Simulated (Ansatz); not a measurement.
# How fast states decay through Na2TlGaCl6, part 2 of 3

Aim: relax a made-up compound, Na2TlGaCl6, and see how good a tunnel barrier it would be. It is built by putting Cl for F, Na for Rb in the Rb2TlGaF6 structure of space group Fm-3m, with the volume rescaled by atomic radii. The parent structure comes from the Materials Project.

Ansatz 0.2.0; LDA DFT, plane waves, PAW files (the session's first sound run).

So far. Step 2 (Cell and atoms at rest): The largest force component on a free atom ends at 2.3e-4 eV/Å. Step 3 (The bulk crystal and its band edges): The searched edges give 1.80 eV, as on the mesh.

The structure was built from a prototype and need not be the compound's stable phase.

## (4) Decaying states in the gap

This step: LDA DFT, plane waves, PAW files; complex bands by layer matching along the plane's normal (Ansatz 0.2.0).

The same crystal is laid in a cell whose first two vectors span the (111) plane (indices of the standard conventional cell, whose axes can be ordered otherwise than in the bulk input). At fixed energy and wavevector in the plane the solver finds all kz, real and complex. A few wavevectors are listed, (0, 0) and (-0.5, 0) in units of the plane's reciprocal vectors; the slowest state needn't be among them.

The input, input.yaml:

```yaml
crystal:
  lattice:
    - [7.314982997, 0.0, 0.0]
    - [3.657491498, 6.334961103, 0.0]
    - [3.657491498, 2.111653701, 5.972658606]
  atoms:
    - { symbol: Na, position: [0.25, 0.25, 0.25] }
    - { symbol: Na, position: [0.75, 0.75, 0.75] }
    - { symbol: Tl, position: [0.5, 0.5, 0.5] }
    - { symbol: Ga, position: [0.0, 0.0, 0.0] }
    - { symbol: Cl, position: [0.7746170994, 0.7746170994, 0.2253829006] }
    - { symbol: Cl, position: [0.7746170994, 0.2253829006, 0.2253829006] }
    - { symbol: Cl, position: [0.2253829006, 0.2253829006, 0.7746170994] }
    - { symbol: Cl, position: [0.2253829006, 0.7746170994, 0.2253829006] }
    - { symbol: Cl, position: [0.7746170994, 0.2253829006, 0.7746170994] }
    - { symbol: Cl, position: [0.2253829006, 0.7746170994, 0.7746170994] }
kpoints:
  mp_grid: { grid: [4, 4, 4] }
scf:
  occupations: { method: fixed }
hamiltonian:
  xc: lda
output:
  eigenvalues: true
  transmission:
    leads: [[0, 0]]
    kpoints: [[0.0, 0.0], [-0.5, 0.0]]
    e_range: [-1.0, 2.8]
    de: 0.06
```

The run is started by

```sh
$ ansatz run input.yaml --threads 2 --pin off --max-ram 4096MiB --backend cpu --events-out ev --progress --plain --runs-dir out
```

Numbers of over 12 decimals in the logs are rounded to 6 here.

The log of the run:

```text
[...]
Crystal: 10 atoms, lattice volume = 276.774 Å³
Basis set: ecut = 420 eV, 5329 PW (Γ)
Bands: 53, of which v1, the nominal top of the filled ones, is band 43 counted from 1 (42 counted from 0)
Symmetry: 48 space group operations
[...]
k-points: 8 of 64
[...]
SCF iter   1: F=—  HF=-24062.597665 eV  |F-HF|=—  |Δ(HF+E_count)|=         —  Δρ=6.06e-3  dr2=9.02e-2  ethr=1.77e-3  ⟨swp⟩=4.9  Hψ=1526  notcnv=0  defer=61
[...]
SCF iter   8: F=-24062.560511 eV  HF=-24062.560511 eV  |F-HF|=3.85e-9  |Δ(HF+E_count)|=   2.10e-8  Δρ=1.15e-6  dr2=8.62e-9  ethr=1.16e-10  ⟨swp⟩=13.0  Hψ=1650  notcnv=0
SCF 1 converged in 8 iterations: F = -24062.560511 eV  dr2 = 8.62e-9
[...]
transmission: 8 of 16 steps passed
transmission: 16 of 16 steps passed
SCF converged after 8 iterations
Free energy (F): -24062.560511 eV
[...]
Internal energy: -24062.560511 eV  (E = F + TS)
E sigma→0 (E₀):  -24062.560511 eV
Fermi energy:    2.823350 eV
[...]
--- Band table (eV; the first three rows and the last of 8) ---
  k-point 0: bands = [... 39 lower, 0.8353, 1.4410, 1.4410, 1.4410, 5.0756, 6.0177, 6.5476, 6.5476, ... 6 higher]
  k-point 1: bands = [... 39 lower, 1.2875, 1.3116, 1.3116, 1.3563, 5.4052, 5.5413, 6.3137, 7.2166, ... 6 higher]
  k-point 2: bands = [... 39 lower, 1.1959, 1.1959, 1.2467, 1.9293, 4.6188, 6.2354, 6.5070, 8.0651, ... 6 higher]
  k-point 7: bands = [... 39 lower, 0.9387, 1.1995, 1.1995, 2.7590, 5.5318, 6.8198, 6.8198, 7.6286, ... 6 higher]
--- Transmission ---
  basis      : 421 plane waves across, 8 finite elements along
  points     : 2, as listed
  energies   : 64 from -1.000000 to 2.780000 eV about the Fermi level, 0.060000 eV apart; the leads are filled to 0.897722 eV, and channels, transmission and decay are at 0.920000 eV
  crystal 0  : Na2Cl6Ga1Tl1, at the sites [0, 0], period 5.9727 Å: whole cells are its period
    offset         : up to 0.0000 Å between an atom of the period and one for which it stands
    channels       : 0.000000e0 a spin
    conductance    : none, the energies end too early or step too widely for 300 K: set another output.transmission.e_range or a lower de, or, where they end at an eighth of basis.ecutwfc, a higher one
    slowest decay  : 0.1961 /Å at (0.0000, 0.0000)
```

Elapsed: 1.7 min, on 2 threads of Intel Xeon Platinum 8375C at 2.90GHz (Ice Lake), shared host; peak memory 2 GiB.

This step gave:

```
level to which the leads are filled                       : 0.8977 eV from the Fermi level
decay constant at the filling level, zone centre          : 0.1961 Å⁻¹
decay constant at the filling level, slowest listed point : 0.1961 Å⁻¹
```

K parallel (0, 0); values up to 1.5 1/Å, a degenerate pair printed once or twice; energies at which all values exceed this have no row. The Im kz of the slowest decaying states by energy, zero at the highest filled level on the SCF mesh:

```
energy (eV)  decay 1 (Å⁻¹)  decay 2 (Å⁻¹)  decay 3 (Å⁻¹)  decay 4 (Å⁻¹)
    -1.0000          0.256          0.451          0.455          0.487
    -0.7600         0.0963          0.292          0.458          0.516
    -0.5200          0.151          0.316          0.457          0.540
    -0.2200          0.186          0.337          0.451          0.564
     0.0200          0.202          0.348          0.442          0.578
     0.2600          0.210          0.355          0.430          0.590
     0.5000          0.210          0.360          0.415          0.600
     0.7400          0.205          0.361          0.396          0.602
     0.9800          0.192           0.36          0.372          0.578
     1.2200          0.171          0.344          0.356          0.552
     1.5200          0.126          0.299          0.348          0.515
     1.7600         0.0475          0.251          0.339          0.483
     2.0000          0.185          0.327          0.446          0.616
     2.2400         0.0418          0.311          0.405          0.613
     2.4800          0.293          0.356          0.609          0.805
     2.7200          0.270          0.295          0.604          0.805
```

K parallel (-0.5, 0); values up to 1.5 1/Å, a degenerate pair printed once or twice; energies at which all values exceed this have no row. Im kz of the slowest decaying states against energy, zero at the highest filled level on the SCF mesh:

```
energy (eV)  decay 1 (Å⁻¹)  decay 2 (Å⁻¹)  decay 3 (Å⁻¹)  decay 4 (Å⁻¹)
      -1.00         0.0924          0.283          0.317          0.452
      -0.82          0.294          0.350          0.493          0.500
      -0.64          0.301          0.374          0.512          0.532
      -0.46          0.305          0.392          0.528          0.553
      -0.22          0.306          0.411          0.545          0.572
      -0.04          0.304          0.422          0.556          0.584
       0.02         0.0542          0.303          0.425          0.559
       0.14          0.140          0.300          0.431          0.564
       0.32          0.206          0.293          0.437          0.572
       0.50          0.250          0.283          0.443          0.577
       0.68          0.271          0.283          0.446          0.582
       0.92          0.249          0.318          0.449          0.587
       1.10          0.228          0.338          0.449          0.589
       1.28          0.201          0.355          0.448          0.582
       1.46          0.166          0.369          0.446          0.571
       1.64          0.116          0.381          0.442          0.559
       1.82          0.390          0.438          0.545          0.593
       2.00          0.398          0.432          0.528          0.593
       2.24          0.405          0.422          0.502          0.594
       2.42          0.408          0.412          0.478          0.596
       2.60          0.402          0.410          0.449          0.599
       2.78          0.389          0.411          0.414          0.605
```

K parallel (-0.5, 0). Re kz of states that move upwards, channel 1 against energy, zero at the highest filled level on the SCF mesh:

```
energy (eV)  Re kz of states that move upwards, channel 1 (Å⁻¹)
      -1.00                                                   -
      -0.88                                               0.211
      -0.82                                               0.260
      -0.70                                               0.319
      -0.58                                               0.368
      -0.46                                               0.415
      -0.40                                               0.438
      -0.28                                               0.487
      -0.16                                              -0.509
      -0.10                                              -0.474
       0.02                                                   -
       0.14                                                   -
       0.20                                                   -
       0.32                                                   -
       0.44                                                   -
       0.56                                                   -
       0.62                                                   -
       0.74                                                   -
       0.86                                                   -
       0.92                                                   -
       1.04                                                   -
       1.16                                                   -
       1.22                                                   -
       1.34                                                   -
       1.46                                                   -
       1.58                                                   -
       1.64                                                   -
       1.76                                                   -
       1.88                                               0.264
       1.94                                               0.291
       2.06                                               0.335
       2.18                                               0.371
       2.24                                               0.387
       2.36                                               0.417
       2.48                                               0.446
       2.60                                               0.474
       2.66                                               0.487
       2.78                                               0.514
```

At the listed wavevectors the last open channel is at -0.04 eV and the next at +1.82 eV on the grid. At +0.92 eV, the grid energy nearest the filling level (the middle of the gap on the SCF mesh), the slowest state at the listed wavevectors decays with κ = 0.196 Å⁻¹, its amplitude falling by e over 5.1 Å. Through 1 nm of this crystal that state's transmission falls by exp(−2 × 0.196 Å⁻¹ × 10 Å) = 0.020.

## (5) Decay over the two-dimensional zone

The listed points could miss the slowest state, so one energy near mid-gap is solved on a mesh of 8×8.

input.yaml, as its differences from that of step 4:

```diff
@@ -24,6 +24,2 @@
   eigenvalues: true
-  transmission:
-    leads: [[0, 0]]
-    kpoints: [[0.0, 0.0], [-0.5, 0.0]]
-    e_range: [-1.0, 2.8]
-    de: 0.06
+  transmission: { leads: [[0, 0]], kmesh: [8, 8], e_range: [0.9, 0.91], de: 0.05 }
```

The log of the run:

```text
[...]
Crystal: 10 atoms, lattice volume = 276.774 Å³
Basis set: ecut = 420 eV, 5329 PW (Γ)
Bands: 53, of which v1, the nominal top of the filled ones, is band 43 counted from 1 (42 counted from 0)
Symmetry: 48 space group operations
[...]
k-points: 8 of 64
[...]
SCF iter   1: F=—  HF=-24062.597665 eV  |F-HF|=—  |Δ(HF+E_count)|=         —  Δρ=6.06e-3  dr2=9.02e-2  ethr=1.77e-3  ⟨swp⟩=4.9  Hψ=1526  notcnv=0  defer=61
[...]
SCF iter   8: F=-24062.560511 eV  HF=-24062.560511 eV  |F-HF|=3.85e-9  |Δ(HF+E_count)|=   2.10e-8  Δρ=1.15e-6  dr2=8.62e-9  ethr=1.16e-10  ⟨swp⟩=13.0  Hψ=1650  notcnv=0
SCF 1 converged in 8 iterations: F = -24062.560511 eV  dr2 = 8.62e-9
[...]
transmission: 32 of 80 steps passed
transmission: 64 of 80 steps passed
transmission: 80 of 80 steps passed
SCF converged after 8 iterations
Free energy (F): -24062.560511 eV
[...]
Internal energy: -24062.560511 eV  (E = F + TS)
E sigma→0 (E₀):  -24062.560511 eV
Fermi energy:    2.823350 eV
[...]
--- Band table (eV; the first three rows and the last of 8) ---
  k-point 0: bands = [... 39 lower, 0.8353, 1.4410, 1.4410, 1.4410, 5.0756, 6.0177, 6.5476, 6.5476, ... 6 higher]
  k-point 1: bands = [... 39 lower, 1.2875, 1.3116, 1.3116, 1.3563, 5.4052, 5.5413, 6.3137, 7.2166, ... 6 higher]
  k-point 2: bands = [... 39 lower, 1.1959, 1.1959, 1.2467, 1.9293, 4.6188, 6.2354, 6.5070, 8.0651, ... 6 higher]
  k-point 7: bands = [... 39 lower, 0.9387, 1.1995, 1.1995, 2.7590, 5.5318, 6.8198, 6.8198, 7.6286, ... 6 higher]
--- Transmission ---
  basis      : 421 plane waves across, 8 finite elements along
  points     : 10, standing for a mesh of 8 x 8
  energies   : 1 from 0.900000 to 0.900000 eV about the Fermi level; the leads are filled to 0.897722 eV, and channels, transmission and decay are at 0.900000 eV
[...]
channels       : 0.000000e0 a spin
    conductance    : none, crystal 0 has no channel at the energies, or these end too early or step too widely for 300 K: set another output.transmission.e_range or a lower de, or, where they end at an eighth of basis.ecutwfc, a higher one
    slowest decay  : 0.1973 /Å at (0.0000, 0.0000)
```

Wall time 46 s (2 threads); peak memory 1.9 GiB; 90 s of CPU time.

Numbers from this step:

| Quantity | Value |
| --- | --- |
| least decay constant on the mesh | 0.1973 Å⁻¹ |

Slowest decay constant (1/Å; 0 where a channel is open) over k1 and k2. At 0.9000 eV from the Fermi level.

Ten even steps from '0' (0.197) to '9' (0.333):
```
69966446
99942224
66420024
36200026
64200246
94222499
66446699
36963696
```
Columns: k1 (b1) from -0.5 to 0.375; rows upwards: k2 (b2) from -0.5 to 0.375.

The least value on the mesh is 0.197 Å⁻¹ at +0.90 eV. At that energy the listed points give about 0.197 Å⁻¹ by interpolation, so the mesh holds no clearly slower state.

## (6) Band edges at another level

This step: PBEsol DFT, plane waves, PAW files (Ansatz 0.2.0).

The edges again with PBEsol, at the same atoms.

The input, input.yaml:

```yaml
crystal:
  lattice:
    - [0.0, 5.1724740811, 5.1724740811]
    - [5.1724740811, 0.0, 5.1724740811]
    - [5.1724740811, 5.1724740811, 0.0]
  atoms:
    - { symbol: Na, position: [0.75, 0.75, 0.75] }
    - { symbol: Na, position: [0.25, 0.25, 0.25] }
    - { symbol: Tl, position: [0.5, 0.5, 0.5] }
    - { symbol: Ga, position: [0.0, 0.0, 0.0] }
    - { symbol: Cl, position: [0.7746170994, 0.2253829006, 0.2253829006] }
    - { symbol: Cl, position: [0.2253829006, 0.2253829006, 0.7746170994] }
    - { symbol: Cl, position: [0.2253829006, 0.7746170994, 0.7746170994] }
    - { symbol: Cl, position: [0.2253829006, 0.7746170994, 0.2253829006] }
    - { symbol: Cl, position: [0.7746170994, 0.2253829006, 0.7746170994] }
    - { symbol: Cl, position: [0.7746170994, 0.7746170994, 0.2253829006] }
kpoints:
  mp_grid: { grid: [4, 4, 4] }
  band_path: { path: [VBM, CBM], npoints: 30 }
scf:
  occupations: { method: fixed }
hamiltonian:
  xc: pbesol
output:
  eigenvalues: true
```

The log of the run:

```text
[...]
Crystal: 10 atoms, lattice volume = 276.774 Å³
Basis set: ecut = 420 eV, 5329 PW (Γ)
Bands: 53, of which v1, the nominal top of the filled ones, is band 43 counted from 1 (42 counted from 0)
Symmetry: 48 space group operations
[...]
k-points: 8 of 64
[...]
SCF iter   1: F=—  HF=-24367.179452 eV  |F-HF|=—  |Δ(HF+E_count)|=         —  Δρ=3.25e-3  dr2=3.82e-2  ethr=1.77e-3  ⟨swp⟩=4.8  Hψ=1495  notcnv=0  defer=61
[...]
SCF iter   7: F=-24367.165252 eV  HF=-24367.165252 eV  |F-HF|=4.33e-9  |Δ(HF+E_count)|=   2.62e-8  Δρ=3.43e-6  dr2=3.99e-8  ethr=1.16e-10  ⟨swp⟩=13.4  Hψ=1916  notcnv=0
SCF 1 converged in 7 iterations: F = -24367.165252 eV  dr2 = 3.99e-8
[...]
SCF converged after 7 iterations
Free energy (F): -24367.165252 eV
[...]
Internal energy: -24367.165252 eV  (E = F + TS)
E sigma→0 (E₀):  -24367.165252 eV
Fermi energy:    3.073607 eV
[...]
--- Band table (eV; the first three rows and the last of 8) ---
  k-point 0: bands = [... 39 lower, 1.0307, 1.6167, 1.6167, 1.6167, 5.5257, 6.4638, 6.8587, 6.8587, ... 6 higher]
  k-point 1: bands = [... 39 lower, 1.4910, 1.4910, 1.5335, 1.5378, 5.7367, 5.9654, 6.7562, 7.5266, ... 6 higher]
  k-point 2: bands = [... 39 lower, 1.3786, 1.3786, 1.4261, 2.1941, 4.9380, 6.6669, 6.9407, 8.3952, ... 6 higher]
  k-point 7: bands = [... 39 lower, 1.1269, 1.3810, 1.3810, 3.0102, 5.8457, 7.2474, 7.2474, 7.9417, ... 6 higher]
```

Run time: 15 s. Hardware: 2 threads; peak memory 0.65 GiB; 29 s of CPU time.

This step gave:

- free energy: -24367.1653 eV
- Fermi energy: 3.074 eV
- gap on the k-mesh: 1.864 eV
- gap on path: 1.864 eV, by band count; negative where bands overlap
- direct gap on path: 2.744 eV

Electronic bands along the path, in eV, zero at the Fermi level (highest filled level under fixed occupations); v1 is the highest filled band, c1 the lowest empty one:

```
  point     v4     v3     v2     v1    c1    c2    c3    c4
    VBM  -1.95  -1.95  -1.47   0.00  3.44  4.04  4.37  4.47
halfway  -1.85  -1.79  -1.57  -0.39  2.51  3.74  4.10  4.88
    CBM  -1.70  -1.70  -1.65  -0.88  1.86  3.59  3.87  5.32
```

The searched edges give 1.86 eV, as on the mesh.

(Part 2 of 3 ends here.)

[Logs are printed without paths, hosts, clocks, repeated set-up lines and the standing remarks that a program may print on its own settings, such as how far it seeks lower states.]

[Hosts, paths, dates, database ids (printed as entryN), source tags and the programs' standing remarks are cut or masked in the printed files.]
